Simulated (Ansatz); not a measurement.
Rows from a G0W0 calculation on GeH5CI3N2 (CH(NH2)2GeI3) (Ansatz 0.2.0; G0W0 on PBE, plane waves, PAW; PAW set soft_1; 4×4×4 mesh, 202 empty bands, screening to 52 eV, PAW set soft_1 files), in eV. Spin-orbit coupling is left out.

The structure was built from a prototype and need not be the compound's stable phase.

| row | k | band | start | Σx | Σc at the solution | Vxc |
| --- | --- | --- | --- | --- | --- | --- |
| A | (-0.500, -0.500, -0.500) | v3 | 2.851 | -17.511 | 2.361 | -14.533 |
| B | (-0.500, -0.500, -0.500) | c2 | 5.396 | -7.880 | -3.066 | -11.502 |
| C | (-0.500, -0.500, -0.500) | v1 | 3.485 | -16.117 | 1.049 | -14.894 |
| D | (-0.500, -0.500, -0.500) | c3 | 5.629 | -7.857 | -3.106 | -11.524 |
| E | (-0.500, -0.500, -0.500) | c1 | 5.062 | -8.435 | -2.865 | -11.810 |
| F | (-0.500, -0.500, -0.500) | v2 | 2.882 | -17.481 | 2.304 | -14.592 |

Work out each quasiparticle level and how far it moved.

The quasiparticle equation reads E = start + Σx + Σc(E) − Vxc.

| row | E (eV) | shift (eV) |
| --- | --- | --- |
| A | 2.234 | −0.617 |
| B | 5.952 | +0.556 |
| C | 3.311 | −0.173 |
| D | 6.189 | +0.560 |
| E | 5.572 | +0.510 |
| F | 2.297 | −0.585 |

The gap over the computed points goes from 1.58 eV to 2.26 eV.

Limits: not at the basis limit; no spin-orbit coupling.

[Runs of the session that timed out or met a known fault of the program may be left out.]

[Cells called generated may have been cut or substituted from an entry of the Crystallography Open Database or the Materials Project.]

[Hosts, paths, dates, database ids (printed as entryN), source tags and the programs' standing remarks are cut or masked in the printed files.]
